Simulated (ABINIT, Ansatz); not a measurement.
# Lattice dynamics of SiSb (Pm-3m) in two programs, part 2 of 4

How does SiSb (Pm-3m) vibrate, and is this structure a minimum?

ABINIT 10.8.3; DFT LDA, scalar-relativistic, plane waves, HGH norm-conserving pseudopotentials.

So far. Step 4 (Relaxation): The volume changes by +1.0 % in this run and stands -0.9 % from the first cell. The relaxed cell has a = 3.434 Å (conventional setting).

The structure was built from a prototype and need not be the compound's stable phase.

## 6. Linear response at Γ

At q = 0 one unit cell holds all displacements. The response is solved for single atoms along the cell's directions, and symmetry skips those that follow from others. The crystal is treated as a metal, which screens a static field, so no field response is asked.

The input, dfpt_gamma.abi:

```

# common to the responses
getwfk_filepath "gso_WFK"
kptopt 2
nqpt 1
qpt 0.0 0.0 0.0
asr 0
chneut 0

# displacements
rfphon 1
rfatpol 1 2
rfdir 1 1 1
tolvrs 1.0d-10
prtwf 0
prtpot 1

# basis, mesh and filling
ecut 20.0
ixc 7
ngkpt 8 8 8
nshiftk 1
shiftk 0.0 0.0 0.0
istwfk *1
occopt 6
tsmear 0.01
nband 10
nstep 100
diemac 1000000.0
prtebands 0
prtgsr 0
useylm 1

# cell and atoms
acell 3*1.0 Angstrom
rprim 
    3.433952221 0.0 0.0
    0.0 3.433952221 0.0
    0.0 0.0 3.433952221
ntypat 2
znucl 51 14
natom 2
typat 1 2
xred 
    0.0 0.0 0.0
    0.5 0.5 0.5
pp_dirpath "./pseudo"
pseudos "Sb.hgh, Si.hgh"
```

Started as:

```sh
$ OMP_NUM_THREADS=1 mpirun -n 4 abinit dfpt_gamma.abi > dfpt_gamma.log
```

Numbers of over 12 decimals in the logs are rounded to 6 here.

dfpt_gamma.abo, the main output file:

```text
[banners, grids, parts of the stress and lines that vanish by symmetry left out]
- input  file    -> dfpt_gamma.abi
- output file    -> dfpt_gamma.abo
- root for input  files -> dfpt_gammai
- root for output files -> dfpt_gammao

 Symmetries : space group Pm -3 m (#221); Bravais cP (primitive cubic)
================================================================================
 Values of the parameters that define the memory need of the present run (RF).
     intxc =       0      iscf =       7    lmnmax =      14     lnmax =       6
     mgfft =      30  mpssoang =       3    mqgrid =    3001     natom =       2
  nloc_mem =       1    nspden =       1   nspinor =       1    nsppol =       1
      nsym =      48    n1xccc =       0    ntypat =       2    occopt =       6
   xclevel =       1
-    mband =          10        mffmem =           1         mkmem =          65
-   mkqmem =          65        mk1mem =          65           mpw =        1189
      nfft =       27000          nkpt =         260
- my_mband =          10
================================================================================
================================================================================

--------------------------------------------------------------------------------
------------- Echo of variables that govern the present computation ------------
--------------------------------------------------------------------------------
-
- outvars: echo of selected default values
-   iomode0 =  0 , fftalg0 =312 , wfoptalg0 =  0
-
- outvars: echo of global parameters not present in the input file
-  max_nthreads =    1
-
 -outvars: echo values of preprocessed input variables
 [... echo left out ...]
================================================================================

 chkinp: Checking input parameters for consistency.

[...]
== DATASET  1 ==================================================================
-   mpi_nproc: 4, omp_nthreads: 1 (-1 if OMP is not activated)

--- !DatasetInfo
iteration_state: {dtset: 1, }
dimensions: {natom: 2, nkpt: 260, mband: 10, nsppol: 1, nspinor: 1, nspden: 1, mpw: 1189, }
cutoff_energies: {ecut:  20.0, pawecutdg:  -1.0, }
electrons: {nelect:   9.00000000E+00, charge:   0.00000000E+00, occopt:   6.00000000E+00, tsmear:   1.00000000E-02, }
meta: {optdriver: 1, rfphon: 1, }
...

 mkfilename: getwfk from: gso_WFK

 Exchange-correlation functional for the present dataset will be:
  LDA: Perdew-Wang 92 LSD fit to Ceperley-Alder data - ixc=7
 Citation for XC functional:
  J.P.Perdew and Y.Wang, PRB 45, 13244 (1992)

 Real(R)+Recip(G) space primitive vectors, cartesian coordinates (Bohr,Bohr^-1):
 R(1)=  6.4892292  0.0000000  0.0000000  G(1)=  0.1541015  0.0000000  0.0000000
 R(2)=  0.0000000  6.4892292  0.0000000  G(2)=  0.0000000  0.1541015  0.0000000
 R(3)=  0.0000000  0.0000000  6.4892292  G(3)=  0.0000000  0.0000000  0.1541015
 Unit cell volume ucvol=  2.7326207E+02 bohr^3
 Angles (23,13,12)=  9.00000000E+01  9.00000000E+01  9.00000000E+01 degrees
 setup1 : take into account q-point for computing boxcut.

 getcut: wavevector=  0.0000  0.0000  0.0000  ngfft=  30  30  30
         ecut(hartree)=     20.000   => boxcut(ratio)=   2.29640

 getcut : COMMENT -
  Note that boxcut > 2.2 ; recall that boxcut=Gcut(box)/Gcut(sphere) = 2
  is sufficient for exact treatment of convolution.
  Such a large boxcut is a waste : you could raise ecut
  e.g. ecut=   26.367323 Hartrees makes boxcut=2

--- Pseudopotential description ------------------------------------------------
- pspini: atom type   1  psp file is ./pseudo/Sb.hgh

- pspini: atom type   2  psp file is ./pseudo/Si.hgh

   2.48107370E+02                                ecore*ucvol(ha*bohr**3)
--------------------------------------------------------------------------------

 ==>  initialize data related to q vector <==

 The list of irreducible perturbations for this q vector is:
    1)    idir= 1    ipert=   1
    2)    idir= 1    ipert=   2

[...]
The perturbation idir=   2  ipert=   1 is
 symmetric of a previously calculated perturbation.
 So, its SCF calculation is not needed.

 The perturbation idir=   3  ipert=   1 is
 symmetric of a previously calculated perturbation.
 So, its SCF calculation is not needed.

 The perturbation idir=   2  ipert=   2 is
 symmetric of a previously calculated perturbation.
 So, its SCF calculation is not needed.

 The perturbation idir=   3  ipert=   2 is
 symmetric of a previously calculated perturbation.
 So, its SCF calculation is not needed.

--------------------------------------------------------------------------------
 Perturbation wavevector (in red.coord.)   0.000000  0.000000  0.000000
 Perturbation : displacement of atom   1   along direction   1
 Found     8 symmetries that leave the perturbation invariant.

[...]
dfpt_looppert : total number of electrons, from k and k+q
  fully or partially occupied states are    9.000000E+00 and    9.000000E+00.
 Initialisation of the first-order wave-functions :
  ireadwf=   0

--- !BeginCycle
iteration_state: {dtset: 1, }
solver: {iscf: 7, nstep: 100, nline: 4, wfoptalg: 0, }
tolerances: {tolvrs: 1.00E-10, }
...

     iter   2DEtotal(Ha)        deltaE(Ha) residm    vres2
-ETOT  1   12.379829140332     -7.050E+01 9.830E-01 2.513E+04
 ETOT  2  0.354352     -1.203E+01 1.836E-01 7.453E+01
 ETOT  3  0.299582     -5.477E-02 6.129E-04 3.361E+00
 ETOT  4  0.298208     -1.374E-03 2.190E-05 1.194E-02
 ETOT  5  0.298202     -5.241E-06 1.101E-06 1.363E-05
[...]
At SCF step    8       vres2   =  3.51E-11 < tolvrs=  1.00E-10 =>converged.
[...]
Mean square residual over all n,k,spin=   20.754E-14; max=  49.018E-12

 Thirteen components of 2nd-order total energy (hartree) are
 1,2,3: 0th-order hamiltonian combined with 1st-order wavefunctions
     kin0=   7.08887014E+01 eigvalue=  -8.08734831E-01  local=  -1.42585035E+01
 4,5,6: 1st-order hamiltonian combined with 1st and 0th-order wfs
 loc psp =  -7.70384579E+01  Hartree=   1.21128787E+01     xc=  -7.25874464E+00
 note that "loc psp" includes a xc core correction that could be resolved
 7,8,9: eventually, occupation + non-local contributions
    edocc=   6.69125004E+00     enl0=   1.52172841E+01   enl1=  -8.81298044E+01
 1-9 gives the relaxation energy (to be shifted if some occ is /=2.0)
   erelax=  -8.25841311E+01
 10,11,12 Non-relaxation  contributions : frozen-wavefunctions and Ewald
 fr.local=   2.62626027E+01 fr.nonlo=   4.37097531E+01  Ewald=   1.29099776E+01
 13,14 Frozen wf xc core corrections (1) and (2)
 frxc 1  =   0.00000000E+00  frxc 2 =   0.00000000E+00
 Resulting in :
 2DEtotal=    0.2982024008E+00 Ha. Also 2DEtotal=    0.811450070774E+01 eV
    (2DErelax=   -8.2584131052E+01 Ha. 2DEnonrelax=    8.2882333453E+01 Ha)
    (  non-var. 2DEtotal :    2.9820232484E-01 Ha)

[...]
Perturbation wavevector (in red.coord.)   0.000000  0.000000  0.000000
 Perturbation : displacement of atom   2   along direction   1
 Found     8 symmetries that leave the perturbation invariant.

--------------------------------------------------------------------------------

--------------------------------------------------------------------------------

 dfpt_looppert : total number of electrons, from k and k+q
  fully or partially occupied states are    9.000000E+00 and    9.000000E+00.
 Initialisation of the first-order wave-functions :
  ireadwf=   0

--- !BeginCycle
iteration_state: {dtset: 1, }
solver: {iscf: 7, nstep: 100, nline: 4, wfoptalg: 0, }
tolerances: {tolvrs: 1.00E-10, }
...

     iter   2DEtotal(Ha)        deltaE(Ha) residm    vres2
-ETOT  1   14.296008727466     -4.330E+01 9.231E-01 2.686E+04
[...]
ETOT  7  0.298722     -1.342E-11 9.227E-10 1.911E-10
 ETOT  8  0.298722      2.345E-13 3.463E-11 1.164E-12

 At SCF step    8       vres2   =  1.16E-12 < tolvrs=  1.00E-10 =>converged.
[...]
Mean square residual over all n,k,spin=   10.789E-14; max=  34.634E-12

 Thirteen components of 2nd-order total energy (hartree) are
 1,2,3: 0th-order hamiltonian combined with 1st-order wavefunctions
     kin0=   6.70432945E+01 eigvalue=  -1.73213612E+00  local=  -6.24352365E+01
 4,5,6: 1st-order hamiltonian combined with 1st and 0th-order wfs
 loc psp =   4.49275147E+01  Hartree=   1.16644672E+01     xc=  -5.84686432E+00
 note that "loc psp" includes a xc core correction that could be resolved
 7,8,9: eventually, occupation + non-local contributions
    edocc=   5.68327522E+00     enl0=   4.29184268E+01   enl1=  -1.59517968E+02
 1-9 gives the relaxation energy (to be shifted if some occ is /=2.0)
   erelax=  -5.72952269E+01
 10,11,12 Non-relaxation  contributions : frozen-wavefunctions and Ewald
 fr.local=  -3.54571063E+01 fr.nonlo=   8.01410776E+01  Ewald=   1.29099776E+01
 13,14 Frozen wf xc core corrections (1) and (2)
 frxc 1  =   0.00000000E+00  frxc 2 =   0.00000000E+00
 Resulting in :
 2DEtotal=    0.2987220068E+00 Ha. Also 2DEtotal=    0.812863990765E+01 eV
    (2DErelax=   -5.7295226947E+01 Ha. 2DEnonrelax=    5.7593948953E+01 Ha)
    (  non-var. 2DEtotal :    2.9872206084E-01 Ha)

[...]
---- first-order wavefunction calculations are completed ----

 ==> Compute Derivative Database <==

 [... matrices left out ...]
  Phonon wavevector (reduced coordinates) :  0.00000  0.00000  0.00000
 Phonon energies in Hartree :
  -1.917924E-06 -1.917924E-06 -1.917922E-06  4.128812E-04  4.128812E-04
   4.128812E-04
 Phonon frequencies in cm-1    :
- -4.209357E-01 -4.209356E-01 -4.209353E-01  9.061695E+01  9.061695E+01
-  9.061695E+01

== END DATASET(S) ==============================================================
================================================================================

 -outvars: echo values of variables after computation
            acell      1.8897261259E+00  1.8897261259E+00  1.8897261259E+00 Bohr
           etotal      2.9872200682E-01
            fcart      0.0000000000E+00  0.0000000000E+00  0.0000000000E+00
           strten      0.0000000000E+00  0.0000000000E+00  0.0000000000E+00
================================================================================
```

It took 19 s on 4 MPI ranks of Arm Neoverse N1, shared host.

This step gave:

- largest acoustic frequency at the zone centre before the sum rule: -0.42 cm⁻¹
- highest optical zone-centre mode (no LO-TO term): 90.62 cm⁻¹
- lowest optical zone-centre mode: 90.62 cm⁻¹

The acoustic modes at Γ come out as far as 0.4 cm⁻¹ from zero, where they should vanish, a small numerical error.

## 7. Phonons on a q mesh

Linear response treats each wavevector of the 4×4×4 mesh in the unit cell; the first-order potentials are kept for the electron-phonon matrix elements.

The input, dfpt_q.abi:

```
ndtset 9

# wavevectors
qpt1 0.25 0.0 0.0
qpt2 0.5 0.0 0.0
qpt3 0.25 0.25 0.0
qpt4 0.5 0.25 0.0
qpt5 0.5 0.5 0.0
qpt6 0.25 0.25 0.25
qpt7 0.5 0.25 0.25
qpt8 0.5 0.5 0.25
qpt9 0.5 0.5 0.5

# displacements
getwfk_filepath "gso_WFK"
getwfq_filepath "gso_WFK"
kptopt 3
nqpt 1
rfphon 1
rfatpol 1 2
rfdir 1 1 1
tolvrs 1.0d-10
prtwf 0
prtpot 1

# basis, mesh and filling
ecut 20.0
ixc 7
ngkpt 8 8 8
nshiftk 1
shiftk 0.0 0.0 0.0
istwfk *1
occopt 6
tsmear 0.01
nband 10
nstep 100
diemac 1000000.0
prtebands 0
prtgsr 0
useylm 1

# cell and atoms
acell 3*1.0 Angstrom
rprim 
    3.433952221 0.0 0.0
    0.0 3.433952221 0.0
    0.0 0.0 3.433952221
ntypat 2
znucl 51 14
natom 2
typat 1 2
xred 
    0.0 0.0 0.0
    0.5 0.5 0.5
pp_dirpath "./pseudo"
pseudos "Sb.hgh, Si.hgh"
```

Started as:

```sh
$ OMP_NUM_THREADS=1 mpirun -n 4 abinit dfpt_q.abi > dfpt_q.log
```

dfpt_q.abo, the main output file:

```text
[banners, grids, parts of the stress and lines that vanish by symmetry left out]
- input  file    -> dfpt_q.abi
- output file    -> dfpt_q.abo
- root for input  files -> dfpt_qi
[...]
DATASET    1 : space group Pm -3 m (#221); Bravais cP (primitive cubic)
[...]
nfft =       27000          nkpt =         512
[...]
DATASET    2 : space group Pm -3 m (#221); Bravais cP (primitive cubic)
[...]
nfft =       27000          nkpt =         512
[...]
DATASET    3 : space group Pm -3 m (#221); Bravais cP (primitive cubic)
[...]
nfft =       27000          nkpt =         512
[...]
DATASET    4 : space group Pm -3 m (#221); Bravais cP (primitive cubic)
[...]
nfft =       27000          nkpt =         512
[...]
DATASET    8 : space group Pm -3 m (#221); Bravais cP (primitive cubic)
[...]
nfft =       27000          nkpt =         512
[...]
DATASET    9 : space group Pm -3 m (#221); Bravais cP (primitive cubic)
[...]
nfft =       27000          nkpt =         512
[...]
== DATASET  1 ==================================================================
[...]
cutoff_energies: {ecut:  20.0, pawecutdg:  -1.0, }
[...]
Exchange-correlation functional for the present dataset will be:
  LDA: Perdew-Wang 92 LSD fit to Ceperley-Alder data - ixc=7
[...]
Perturbation : displacement of atom   1   along direction   1
[...]
-ETOT  1   19487.344861012      1.935E+04 8.492E+00 4.228E+08
 ETOT  2   4141.5337056994     -1.535E+04 1.475E+01 8.842E+07
 ETOT  3   9.669698     -4.132E+03 1.760E+00 1.786E+05
 ETOT  4   1.050934     -8.619E+00 7.904E-03 3.030E+03
 ETOT  5  0.897170     -1.538E-01 1.440E-04 2.585E+01
[...]
At SCF step   11       vres2   =  8.23E-11 < tolvrs=  1.00E-10 =>converged.
[...]
Perturbation : displacement of atom   1   along direction   2
[...]
-ETOT  1   8.614523     -7.300E+01 7.631E-01 1.693E+04
[...]
At SCF step   10       vres2   =  5.75E-13 < tolvrs=  1.00E-10 =>converged.
[...]
Perturbation : displacement of atom   2   along direction   1
[...]
-ETOT  1   12683.617681112      1.259E+04 7.685E+00 2.757E+08
[...]
At SCF step   11       vres2   =  2.13E-11 < tolvrs=  1.00E-10 =>converged.
[...]
Perturbation : displacement of atom   2   along direction   2
[...]
-ETOT  1   11.160928481504     -4.562E+01 5.565E-01 1.941E+04
[...]
At SCF step   10       vres2   =  1.75E-13 < tolvrs=  1.00E-10 =>converged.
[...]
Phonon wavevector (reduced coordinates) :  0.25000  0.00000  0.00000
 Phonon energies in Hartree :
[...]
Phonon frequencies in cm-1    :
-  3.774496E+01  3.774496E+01  6.205614E+01  1.018445E+02  1.037768E+02
-  1.037768E+02
[...]
== DATASET  2 ==================================================================
[...]
cutoff_energies: {ecut:  20.0, pawecutdg:  -1.0, }
[...]
Exchange-correlation functional for the present dataset will be:
  LDA: Perdew-Wang 92 LSD fit to Ceperley-Alder data - ixc=7
[...]
Perturbation : displacement of atom   1   along direction   1
[...]
-ETOT  1   1736.1951294868      1.600E+03 2.191E+00 1.013E+07
[...]
Perturbation : displacement of atom   1   along direction   2
[...]
-ETOT  1   5.122125     -7.524E+01 6.997E-01 9.411E+03
[...]
Perturbation : displacement of atom   2   along direction   1
[...]
-ETOT  1   1125.0941638285      1.033E+03 3.792E+00 6.632E+06
[...]
Perturbation : displacement of atom   2   along direction   2
[...]
-ETOT  1   8.200063     -4.778E+01 4.516E-01 1.259E+04
[...]
Phonon wavevector (reduced coordinates) :  0.50000  0.00000  0.00000
 Phonon energies in Hartree :
[...]
Phonon frequencies in cm-1    :
-  4.219222E+01  4.219222E+01  1.069891E+02  1.196075E+02  1.196075E+02
-  1.515545E+02
[...]
== DATASET  3 ==================================================================
[...]
cutoff_energies: {ecut:  20.0, pawecutdg:  -1.0, }
[...]
Exchange-correlation functional for the present dataset will be:
  LDA: Perdew-Wang 92 LSD fit to Ceperley-Alder data - ixc=7
[...]
Perturbation : displacement of atom   1   along direction   1
[...]
-ETOT  1   2176.5683200771      2.068E+03 4.136E+00 2.394E+07
[...]
Perturbation : displacement of atom   1   along direction   3
[...]
-ETOT  1   5.922682     -7.457E+01 4.099E+00 1.179E+04
[...]
Perturbation : displacement of atom   2   along direction   1
[...]
-ETOT  1   1445.6278840205      1.372E+03 4.524E+00 1.591E+07
[...]
Perturbation : displacement of atom   2   along direction   3
[...]
-ETOT  1   8.818150     -4.725E+01 1.379E+00 1.454E+04
[...]
Phonon wavevector (reduced coordinates) :  0.25000  0.25000  0.00000
 Phonon energies in Hartree :
[...]
Phonon frequencies in cm-1    :
-  1.148658E+01  4.980447E+01  5.340546E+01  9.070167E+01  1.239190E+02
-  1.394558E+02
[...]
== DATASET  4 ==================================================================
[...]
cutoff_energies: {ecut:  20.0, pawecutdg:  -1.0, }
[...]
Exchange-correlation functional for the present dataset will be:
  LDA: Perdew-Wang 92 LSD fit to Ceperley-Alder data - ixc=7
[...]
Perturbation : displacement of atom   1   along direction   1
[...]
-ETOT  1   719.84184013786      5.981E+02 1.556E+00 3.460E+06
[...]
Perturbation : displacement of atom   1   along direction   2
[...]
-ETOT  1   165.16370713212      6.918E+01 1.150E+00 7.699E+05
[...]
Phonon wavevector (reduced coordinates) :  0.50000  0.25000  0.00000
 Phonon energies in Hartree :
[...]
Phonon frequencies in cm-1    :
- -3.272726E+01  4.868314E+01  7.571189E+01  7.934901E+01  1.278670E+02
-  1.294726E+02
[...]
== DATASET  5 ==================================================================
[...]
Phonon wavevector (reduced coordinates) :  0.50000  0.50000  0.00000
 Phonon energies in Hartree :
[...]
Phonon frequencies in cm-1    :
- -9.533025E+01 -6.651434E+01  4.710963E+01  4.710963E+01  1.194019E+02
-  1.194019E+02
[...]
== DATASET  6 ==================================================================
[...]
Phonon wavevector (reduced coordinates) :  0.25000  0.25000  0.25000
 Phonon energies in Hartree :
[...]
Phonon frequencies in cm-1    :
- -5.394076E+01  7.008006E+01  7.008006E+01  1.070949E+02  1.354733E+02
-  1.354733E+02
[...]
== DATASET  7 ==================================================================
[...]
Perturbation : displacement of atom   2   along direction   1
[...]
-ETOT  1   214.95314942930      1.385E+02 2.111E+00 8.874E+05
[...]
Perturbation : displacement of atom   2   along direction   2
[...]
-ETOT  1   71.453066677288      7.810E+00 3.370E+00 2.675E+05
[...]
Phonon wavevector (reduced coordinates) :  0.50000  0.25000  0.25000
 Phonon energies in Hartree :
[...]
Phonon frequencies in cm-1    :
- -4.536579E+01 -1.373173E+00  8.855371E+01  9.948900E+01  1.319356E+02
-  1.473792E+02
[...]
== DATASET  8 ==================================================================
[...]
cutoff_energies: {ecut:  20.0, pawecutdg:  -1.0, }
[...]
Exchange-correlation functional for the present dataset will be:
  LDA: Perdew-Wang 92 LSD fit to Ceperley-Alder data - ixc=7
[...]
Perturbation : displacement of atom   1   along direction   1
[...]
-ETOT  1   91.314223266009     -1.274E+01 1.190E+00 2.787E+05
[...]
Perturbation : displacement of atom   1   along direction   3
[...]
-ETOT  1   31.463198247770     -5.748E+01 7.109E-01 8.986E+04
[...]
Perturbation : displacement of atom   2   along direction   1
[...]
-ETOT  1   80.929807538626      9.784E+00 1.589E+00 2.399E+05
[...]
Perturbation : displacement of atom   2   along direction   3
[...]
-ETOT  1   33.861878761688     -2.761E+01 6.694E-01 8.865E+04
[...]
Phonon wavevector (reduced coordinates) :  0.50000  0.50000  0.25000
 Phonon energies in Hartree :
[...]
Phonon frequencies in cm-1    :
-  4.073287E+01  7.829512E+01  8.255387E+01  8.255387E+01  1.481627E+02
-  1.481627E+02
[...]
== DATASET  9 ==================================================================
[...]
cutoff_energies: {ecut:  20.0, pawecutdg:  -1.0, }
[...]
Exchange-correlation functional for the present dataset will be:
  LDA: Perdew-Wang 92 LSD fit to Ceperley-Alder data - ixc=7
[...]
Perturbation : displacement of atom   1   along direction   1
[...]
-ETOT  1   40.274469612938     -5.875E+01 7.847E-01 9.958E+04
[...]
At SCF step    8       vres2   =  5.13E-11 < tolvrs=  1.00E-10 =>converged.
[...]
Perturbation : displacement of atom   2   along direction   1
[...]
-ETOT  1   42.024377304213     -2.590E+01 7.586E-01 9.982E+04
[...]
ETOT  8   1.693861     -9.734E-12 1.805E-13 1.305E-09
 ETOT  9   1.693861     -2.842E-13 3.240E-15 9.643E-13
 At SCF step    9       vres2   =  9.64E-13 < tolvrs=  1.00E-10 =>converged.
[...]
Phonon wavevector (reduced coordinates) :  0.50000  0.50000  0.50000
 Phonon energies in Hartree :
[...]
Phonon frequencies in cm-1    :
-  1.268889E+02  1.268889E+02  1.268889E+02  1.945400E+02  1.945400E+02
-  1.945400E+02
[...]
fcart6     0.0000000000E+00  0.0000000000E+00  0.0000000000E+00
   
================================================================================
```

Wall time 25 min (4 MPI ranks).

This step gave:

```
lowest mode on the q mesh (acoustic ones at the zone centre apart) : -95.33 cm⁻¹
```

Frequencies (cm⁻¹) before the sum rule at the irreducible wavevectors but Γ, which is solved apart; negative means imaginary. Frequencies by wavevector:

```
 q (fractions)  star  mode 1  mode 2  mode 3  mode 4  mode 5  mode 6
      0.25 0 0     6   37.74   37.74   62.06   101.8   103.8   103.8
       0.5 0 0     3   42.19   42.19     107   119.6   119.6   151.6
   0.25 0.25 0    12   11.49    49.8   53.41    90.7   123.9   139.5
    0.5 0.25 0    12  -32.73   48.68   75.71   79.35   127.9   129.5
     0.5 0.5 0     3  -95.33  -66.51   47.11   47.11   119.4   119.4
0.25 0.25 0.25     8  -53.94   70.08   70.08   107.1   135.5   135.5
 0.5 0.25 0.25    12  -45.37   -1.37   88.55   99.49   131.9   147.4
  0.5 0.5 0.25     6   40.73    78.3   82.55   82.55   148.2   148.2
   0.5 0.5 0.5     1   126.9   126.9   126.9   194.5   194.5   194.5
```

[end of part 2 of 4]

[Host names and launcher messages were left out of these logs when they were recorded.]

[Logs are printed without paths, hosts, clocks, repeated set-up lines and the standing remarks that a program may print on its own settings, such as how far it seeks lower states.]

[Hosts, paths, dates, database ids (printed as entryN), source tags and the programs' standing remarks are cut or masked in the printed files.]
